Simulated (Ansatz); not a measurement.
# twin(10-11) boundary in hcp Co: structure and resistance, part 2 of 3

Wanted: what the twin(10-11) boundary in hcp Co costs an interconnect.

Ansatz 0.2.0; Ansatz plane-wave DFT, PBE, PAW files, collinear spin; relaxation of a bicrystal slab with its lowest layers held; PAW set soft_1 (the session's first sound run).

So far. Step 2 (Relaxing the bicrystal): The largest force component on a free atom ends at 0.0032 eV/Å, under the tolerance of 0.03, after 6 steps.

### 3. Transmission across the boundary

Bulk layers of each grain are laid under and over the relaxed boundary, and a lead is named in the middle of each, away from the free faces. The mesh across the current, 26×26, is finer than the density's, because channels open and close sharply across the zone. Energies from -0.1 to 0.1 eV in steps of 0.05 eV are too few for the program's thermal sum, so it prints no conductance; for a metal the transmission near the Fermi level serves, at a fraction of the cost.

This step: Ansatz plane-wave DFT, PBE, PAW files, collinear spin; ballistic transport by layer matching (Landauer), zero bias; boundary relaxed in a short slab, bulk layers laid on; PAW set soft_1 (Ansatz 0.2.0).

System of this step: twin(10-11) boundary in hcp Co. The cell holds 46 atoms: 46 Co. Its edges and angles: a = 4.796 Å, b = 2.505 Å, c = 50.417 Å, α = 90.0°, β = 90.0°, γ = 74.9°. It derives from Co. Regions: lower grain, 18 atoms (18 Co); boundary, 12 atoms (12 Co); upper grain, 16 atoms (16 Co). Vacuum lies along c.

Input file input.yaml:

```yaml
crystal:
  lattice:
    - [4.7957693491, 0.0, 0.0]
    - [0.6544340129, 2.4184179297, 0.0]
    - [0.0, 0.0, 50.4169661649]
  atoms:
    - { symbol: Co, position: [3.3861584981, -6.4014125823, 0.0793383717], spin: 2.0 }
    - { symbol: Co, position: [2.8495451856, -7.1331059262, 0.085674386], spin: 2.0 }
    - { symbol: Co, position: [3.1664786232, -5.7915726449, 0.1173544576], spin: 2.0 }
    - { symbol: Co, position: [2.6298653108, -6.5232659888, 0.1236904719], spin: 2.0 }
    - { symbol: Co, position: [2.9467987484, -5.1817327075, 0.1553705435], spin: 2.0 }
    - { symbol: Co, position: [2.410185436, -5.9134260513, 0.1617065578], spin: 2.0 }
    - { symbol: Co, position: [2.7271188736, -4.5718927701, 0.1933866294], spin: 2.0 }
    - { symbol: Co, position: [2.1905055611, -5.3035861139, 0.1997226437], spin: 2.0 }
    - { symbol: Co, position: [2.5074389987, -3.9620528326, 0.2314027152], spin: 2.0 }
    - { symbol: Co, position: [1.9708256863, -4.6937461765, 0.2377387296], spin: 2.0 }
    - { symbol: Co, position: [2.2877591239, -3.3522128952, 0.2694188011], spin: 2.0 }
    - { symbol: Co, position: [1.7511458114, -4.0839062391, 0.2757548155], spin: 2.0 }
    - { symbol: Co, position: [2.068079249, -2.7423729578, 0.307434887], spin: 2.0 }
    - { symbol: Co, position: [1.5314659366, -3.4740663017, 0.3137709014], spin: 2.0 }
    - { symbol: Co, position: [1.8483993742, -2.1325330204, 0.3454509729], spin: 2.0 }
    - { symbol: Co, position: [1.3117860618, -2.8642263643, 0.3517869872], spin: 2.0 }
    - { symbol: Co, position: [1.6287194994, -1.522693083, 0.3834670588], spin: 2.0 }
    - { symbol: Co, position: [1.0921061869, -2.2543864268, 0.3898030731], spin: 2.0 }
    - { symbol: Co, position: [0.4090396245, 0.0871468544, 0.4214831447], spin: 2.0 }
    - { symbol: Co, position: [0.8724263121, 0.3554535106, 0.4278191591], spin: 2.0 }
    - { symbol: Co, position: [0.1858570813, 0.698738126, 0.4594028972], spin: 2.0 }
    - { symbol: Co, position: [0.6477651653, 0.967784084, 0.4650281591], spin: 2.0 }
    - { symbol: Co, position: [0.957444225, 0.3129445541, 0.4968561426], spin: 2.0 }
    - { symbol: Co, position: [0.4361925059, 0.5735704137, 0.5027870842], spin: 2.0 }
    - { symbol: Co, position: [0.7341204814, 0.924606426, 0.5377893273], spin: 2.0 }
    - { symbol: Co, position: [0.1989485813, 0.192192376, 0.5377971844], spin: 2.0 }
    - { symbol: Co, position: [0.4363034611, 0.5735149361, 0.5727766299], spin: 2.0 }
    - { symbol: Co, position: [0.9571635172, 0.3130849081, 0.5787325085], spin: 2.0 }
    - { symbol: Co, position: [0.6482043248, 0.9675645043, 0.6105593209], spin: 2.0 }
    - { symbol: Co, position: [0.1855724012, 0.6988804661, 0.6161705472], spin: 2.0 }
    - { symbol: Co, position: [0.8682615816, -1.6424641242, 0.6482130128], spin: 2.0 }
    - { symbol: Co, position: [1.4048748941, -0.9107707803, 0.6545490271], spin: 2.0 }
    - { symbol: Co, position: [1.0879414565, -2.2523040616, 0.6862290986], spin: 2.0 }
    - { symbol: Co, position: [1.6245547689, -1.5206107177, 0.692565113], spin: 2.0 }
    - { symbol: Co, position: [1.3076213313, -2.862143999, 0.7242451845], spin: 2.0 }
    - { symbol: Co, position: [1.8442346438, -2.1304506552, 0.7305811989], spin: 2.0 }
    - { symbol: Co, position: [1.5273012061, -3.4719839364, 0.7622612704], spin: 2.0 }
    - { symbol: Co, position: [2.0639145186, -2.7402905926, 0.7685972848], spin: 2.0 }
    - { symbol: Co, position: [1.746981081, -4.0818238739, 0.8002773563], spin: 2.0 }
    - { symbol: Co, position: [2.2835943934, -3.35013053, 0.8066133706], spin: 2.0 }
    - { symbol: Co, position: [1.9666609558, -4.6916638113, 0.8382934422], spin: 2.0 }
    - { symbol: Co, position: [2.5032742683, -3.9599704674, 0.8446294565], spin: 2.0 }
    - { symbol: Co, position: [2.1863408307, -5.3015037487, 0.8763095281], spin: 2.0 }
    - { symbol: Co, position: [2.7229541431, -4.5698104048, 0.8826455424], spin: 2.0 }
    - { symbol: Co, position: [2.4060207055, -5.9113436861, 0.914325614], spin: 2.0 }
    - { symbol: Co, position: [2.942634018, -5.1796503422, 0.9206616283], spin: 2.0 }
magnetization:
  spin_polarized: true
kpoints:
  mp_grid: { grid: [10, 10, 1] }
hamiltonian:
  xc: pbe
  pseudopotentials: { kind: paw, azcp: { folder: soft_1 } }
scf:
  occupations: { method: fermi_dirac, width: 0.1 }
output:
  transmission:
    leads: [[10, 12], [34, 36]]
    kmesh: [26, 26]
    e_range: [-0.1, 0.1]
    de: 0.05
  write_potential: true
  write_density: true
  volumetric_format: npy
  elf: true
```

Started as:

```console
> ansatz run input.yaml --threads 8 --pin off --max-ram 15360MiB --backend cpu --events-out ev --progress --plain --runs-dir out
```

Numbers of over 12 decimals in the logs are rounded to 6 here.

Output:

```text
[...]
Crystal: 46 atoms, lattice volume = 584.745 Å³
Basis set: ecut = 420 eV, 11347 PW (Γ)
Bands: 525, of which v1, the nominal top of the filled ones, is band 391 counted from 1 (390 counted from 0)
Symmetry: 2 space group operations
[...]
k-points: 31 of 100 (time reversal used)
[...]
Starting moments: Σ|m| = 92 μB on 46 of 46 sites
[...]
SCF iter   1: F=—  HF=-235783.783174 eV  |F-HF|=—  |Δ(HF+E_count)|=         —  Δρ=5.77e-2 (↑3.64e-2 ↓5.77e-2)  dr2=1.33e2  dr2_m=2.78e0  M=81.494 μB ∫|m|=84.718 μB  β_m=0.30  ethr=3.10e-3  ⟨swp⟩=14.3  Hψ=165955  notcnv=0  defer=3812
[...]
SCF iter  21: F=-235800.067257 eV  HF=-235800.067257 eV  |F-HF|=2.00e-8  |Δ(HF+E_count)|=   9.92e-9  Δρ=4.42e-7 (↑2.01e-7 ↓4.42e-7)  dr2=2.02e-8  dr2_m=1.56e-10  M=76.152 μB ∫|m|=83.697 μB  ethr=4.66e-12  ⟨swp⟩=38.8  Hψ=150427  notcnv=0
SCF 1 converged in 21 iterations: F = -235800.067257 eV  dr2 = 2.02e-8
[...]
transmission: 1356 of 13542 steps passed
transmission: 2720 of 13542 steps passed
[...]
transmission: 13542 of 13542 steps passed
WARN: The input density's exchange-correlation potential varies sharply where the density is thin. Do not read a vacuum level from v_tot or v_xc, or from such a field of the output density. On a cell that repeats whose density bears no net charge and no dipole along the vacuum's axis use v_es (v_loc + v_h of the components); under efield.dipole_correction with no amplitude use v_es + v_field, which holds any external [...]
some or all of what a close reads of its open shells is tried by no SCF: some or all of their fillings by name were not asked, since the model of its bands would take too long in so large a cell. Whether a lower state lies along it is not known (a run that goes on reads the state that it goes on from)
SCF converged after 21 iterations
the last check of whether an eigenvalue changes by more than its tolerance under the output density was not made (no_room)
Magnetization: 76.1524 μB (429.0762 up, 352.9238 down)
Absolute magnetization: 83.7782 μB (∫|ρ↑−ρ↓|, with the PAW one-centre terms)
[...]
Per-site moments (μB) at R_I (Å): [(1.887709, 1.033141), (1.827537, 1.033141), (1.733948, 1.033141), (1.749895, 1.033141), (1.717211, 1.033141), (1.706994, 1.033141), (1.714526, 1.033141), (1.717134, 1.033141), (1.714403, 1.033141), (1.715704, 1.033141), (1.715224, 1.033141), (1.715262, 1.033141), (1.715573, 1.033141), (1.715181, 1.033141), (1.715099, 1.033141), (1.715314, 1.033141), (1.716217, 1.033141), (1.713950,  [...]
Free energy (F): -235800.067257 eV
[...]
Internal energy: -235798.563090 eV  (E = F + TS)
E sigma→0 (E₀):  -235799.315173 eV
Entropy (-TS):   -1.504167 eV (-32.699 meV/atom)
Fermi energy:    15.340665 eV
[...]
--- Band table (eV; the first three rows and the last of 62) ---
  k-point 0 ↑: bands = [... 387 lower, 14.1052, 14.1169, 14.1204, 14.1366, 14.2004, 14.2256, 14.2594, 14.2762, ... 130 higher]
  k-point 1 ↑: bands = [... 387 lower, 13.9807, 13.9957, 14.0248, 14.0431, 14.0624, 14.0648, 14.0943, 14.1317, ... 130 higher]
  k-point 2 ↑: bands = [... 387 lower, 14.0174, 14.0384, 14.1159, 14.1287, 14.1514, 14.1851, 14.2237, 14.2372, ... 130 higher]
  k-point 30 ↓: bands = [... 387 lower, 15.9832, 15.9925, 16.0068, 16.0113, 16.0420, 16.0465, 16.0525, 16.0683, ... 130 higher]
--- Transmission ---
  basis      : 103 plane waves across, 37 finite elements along
  points     : 183, standing for a mesh of 26 x 26
  energies   : 5 from -0.100000 to 0.100000 eV about the Fermi level, 0.050000 eV apart; the leads are filled to 0.000000 eV, and channels, transmission and decay are at 0.000000 eV
  crystal 0  : Co2, at the sites [10, 12], period 1.9167 Å, over 19.17 Å; its Hamiltonian steps by up to 2.7 meV
    offset         : up to 0.0000 Å between an atom of the period and one for which it stands
    channels       : 1.363905e0 up, 2.152367e0 down
    conductance    : none, the energies end too early or step too widely for 300 K: set another output.transmission.e_range or a lower de, or, where they end at an eighth of basis.ecutwfc, a higher one
    slowest decay  : 0.1177 /Å at (-0.3077, 0.4615)
[...]
channels       : 1.363905e0 up, 2.146450e0 down
[...]
slowest decay  : 0.0013 /Å at (0.4231, 0.3462)
  junction   : crystal 0 to crystal 1, 13.74 to 38.59 Å
    transmission   : 1.283433e0 up, 1.392203e0 down
[...]
```

Wall time 74 min (8 threads of Arm Neoverse N1, shared host); peak memory 9.8 GiB.

Reading the cycles: dr2 is the Hartree energy of the density residual (eV), the measure of convergence; HF is the Harris–Foulkes estimate of the energy, which meets the free energy F at convergence.

This step gave:

```
free energy                          : -235800.0673 eV
energy at zero smearing              : -235799.3152 eV
Fermi energy                         : 15.34 eV
magnetization                        : 76.15 μB
absolute magnetization               : 83.78 μB
cell area                            : 11.60 Å²
transmission, spin up                : 1.283
transmission, spin down              : 1.392
open channels, spin up               : 1.364
open channels, upper lead, spin up   : 1.364
open channels, spin down             : 2.152
open channels, upper lead, spin down : 2.146
step of the lead's potential         : 2.7 meV
step of the upper lead's potential   : 9.9 meV
```

Per spin. The transmission, zone mean by energy, zero at the Fermi level:

| energy (eV) | T up | T down |
| --- | --- | --- |
| -0.1000 | 1.26 | 1.28 |
| -0.0500 | 1.28 | 1.34 |
| 0.0000 | 1.28 | 1.39 |
| 0.0500 | 1.29 | 1.43 |
| 0.1000 | 1.30 | 1.49 |

Per spin. Open channels, zone mean against energy, zero at the Fermi level:

| energy (eV) | lead up | upper lead up | lead down | upper lead down |
| --- | --- | --- | --- | --- |
| -0.1000 | 1.37 | 1.37 | 2.09 | 2.09 |
| -0.0500 | 1.37 | 1.37 | 2.10 | 2.09 |
| 0.0000 | 1.36 | 1.36 | 2.15 | 2.15 |
| 0.0500 | 1.38 | 1.38 | 2.15 | 2.16 |
| 0.1000 | 1.38 | 1.38 | 2.18 | 2.18 |

Transmission over k1 and k2. At 0.0000 eV from the Fermi level, spin up.

Ten even steps from '_' (0.00) to '@' (2.00):
```
____________________________________________________
======++**####**++========**====================**==
==++@@@@@@@@@@@@@@++================================
##@@@@@@@@@@@@@@@@##======++++++++++++++++++++======
@@@@@@@@@@@@@@@@@@@@==++++++++++++++++++++++++++==@@
@@@@@@@@@@@@@@@@@@@@++++++++============++++++++@@@@
@@@@@@@@@@@@@@@@@@@@++++==================++++@@@@@@
@@@@@@@@@@@@@@@@@@@@++====================++@@@@@@@@
@@@@@@@@@@@@@@@@@@@@======================@@@@@@@@@@
@@@@@@@@@@@@@@@@@@@@====================@@@@@@@@@@@@
@@@@@@@@@@@@@@@@@@@@++==============++@@@@@@@@@@@@@@
@@@@@@@@@@@@@@@@@@**++++++====++++++**@@@@@@@@@@@@@@
@@@@@@@@@@@@@@@@@@++++==++++++==++++@@@@@@@@@@@@@@@@
@@@@@@@@@@@@@@@@**++++++====++++++**@@@@@@@@@@@@@@@@
@@@@@@@@@@@@@@@@++==============++@@@@@@@@@@@@@@@@@@
@@@@@@@@@@@@@@====================@@@@@@@@@@@@@@@@@@
@@@@@@@@@@@@======================@@@@@@@@@@@@@@@@@@
@@@@@@@@@@++====================++@@@@@@@@@@@@@@@@@@
@@@@@@@@++++==================++++@@@@@@@@@@@@@@@@@@
@@@@@@++++++++============++++++++@@@@@@@@@@@@@@@@@@
@@@@==++++++++++++++++++++++++++==@@@@@@@@@@@@@@@@@@
##======++++++++++++++++++++======##@@@@@@@@@@@@@@@@
==================================++@@@@@@@@@@@@@@++
====**====================**========++**####**++====
____________________________________________________
____________________________________________________
```
Columns: k1 (b1) from -0.5 to 0.462; rows upwards: k2 (b2) from -0.5 to 0.462.

Open channels over k1 and k2. At 0.0000 eV from the Fermi level, spin up.

Ten even steps from '0' (0.00) to '9' (2.00):
```
00000000000000000000000000
55599999955559555555555595
55999999955555555555555555
99999999995555555555555555
99999999995555555555555559
99999999995555555555555599
99999999995555555555555999
99999999995555555555559999
99999999995555555555599999
99999999995555555555999999
99999999999555555599999999
99999999999995599999999999
99999999999999999999999999
99999999999955999999999999
99999999955555559999999999
99999995555555555999999999
99999955555555555999999999
99999555555555555999999999
99995555555555555999999999
99955555555555555999999999
99555555555555555999999999
95555555555555555999999999
55555555555555555599999995
55955555555559555599999955
00000000000000000000000000
00000000000000000000000000
```
Columns: k1 (b1) from -0.5 to 0.462; rows upwards: k2 (b2) from -0.5 to 0.462.

Transmission over k1 and k2. At 0.0000 eV from the Fermi level, spin down.

Values, 12 rows by 16 columns, each cell a mean:
```
0.91 0.86 1.13 1.91 1.74 1.06 0.85 0.86 0.91 0.90 1.15 1.52 1.53 1.04 0.89 0.91
0.88 0.92 0.88 0.87 0.88 0.84 0.67 0.71 0.96 0.96 1.01 1.00 1.00 0.91 0.75 0.60
0.66 0.77 0.81 0.79 0.70 0.40 0.38 0.97 1.10 1.29 1.43 1.30 1.21 0.89 0.38 0.31
0.45 0.25 0.30 0.57 0.73 1.43 2.01 2.17 2.13 2.28 2.17 2.04 2.19 1.93 0.90 0.65
0.78 0.74 0.83 1.06 2.04 2.78 2.70 2.62 2.88 2.92 2.82 2.56 2.78 2.55 1.14 0.87
0.90 0.91 1.22 2.33 2.87 3.10 3.62 3.55 3.56 3.63 3.41 3.10 2.88 2.39 1.13 0.92
0.89 0.93 1.63 2.71 2.90 3.08 2.93 3.10 3.07 2.93 3.09 2.87 2.41 1.25 0.91 0.87
0.73 0.83 1.59 2.66 2.54 2.44 2.82 2.85 2.62 2.39 2.61 2.03 1.01 0.72 0.55 0.50
0.54 0.54 0.77 1.63 1.64 1.56 1.67 1.54 1.61 1.53 0.91 0.65 0.60 0.51 0.42 0.42
0.56 0.20 0.63 0.94 1.07 1.19 1.21 1.10 0.86 0.45 0.31 0.68 0.85 0.91 0.91 0.86
0.93 0.82 0.91 1.01 1.10 1.10 1.02 0.90 0.91 0.87 0.95 1.04 1.19 1.15 0.99 0.97
0.92 0.91 0.82 1.43 2.13 1.29 0.83 0.94 0.93 0.82 0.77 1.47 2.22 1.41 0.80 0.83
```
Columns: k1 (b1) from -0.5 to 0.462; rows upwards: k2 (b2) from -0.5 to 0.462.

Open channels over k1 and k2. At 0.0000 eV from the Fermi level, spin down.

Values, 12 rows by 16 columns, each cell a mean:
```
2.21 1.71 2.14 2.78 2.49 2.14 1.71 2.21 1.46 1.89 2.63 2.42 2.70 2.42 1.53 1.75
1.00 1.00 1.00 1.00 1.00 1.00 1.04 1.15 1.33 1.62 1.62 1.62 1.62 1.40 1.12 1.00
1.00 1.00 1.00 1.00 1.00 1.00 1.71 2.23 2.23 2.23 2.23 2.23 2.23 2.12 1.63 1.00
1.00 1.00 1.00 1.00 1.05 1.83 2.72 3.47 3.96 3.77 3.93 3.70 3.14 2.68 1.20 1.00
1.00 1.00 1.00 1.24 2.43 3.18 3.58 4.09 4.09 4.00 4.29 3.85 3.12 3.00 1.31 1.00
1.00 1.00 1.50 3.39 3.92 3.96 4.69 5.06 5.38 4.96 4.50 4.04 3.95 3.50 1.31 1.00
1.00 1.00 2.08 3.43 3.79 4.43 4.25 4.46 4.46 4.45 4.14 3.50 3.25 1.50 1.00 1.00
1.00 1.00 1.99 2.99 3.17 4.21 4.07 4.00 4.28 3.47 2.92 2.42 1.24 1.00 1.00 1.00
1.00 1.04 1.64 2.71 2.98 3.08 3.08 3.08 3.08 2.77 1.77 1.02 1.00 1.00 1.00 1.00
1.00 1.11 1.69 1.98 2.00 2.00 2.00 2.00 1.69 1.62 1.11 1.00 1.00 1.00 1.00 1.00
1.38 1.09 1.21 1.88 1.66 1.72 1.83 1.30 1.15 1.38 1.38 1.38 1.65 1.59 1.38 1.38
2.57 1.87 2.00 2.67 2.91 2.71 1.92 1.95 2.41 1.96 2.07 2.36 2.94 2.50 1.96 1.82
```
Columns: k1 (b1) from -0.5 to 0.462; rows upwards: k2 (b2) from -0.5 to 0.462.

(Continued in part 3 of 3.)

[Logs are printed without paths, hosts, clocks, repeated set-up lines and the standing remarks that a program may print on its own settings, such as how far it seeks lower states.]

[Hosts, paths, dates, database ids (printed as entryN), source tags and the programs' standing remarks are cut or masked in the printed files.]
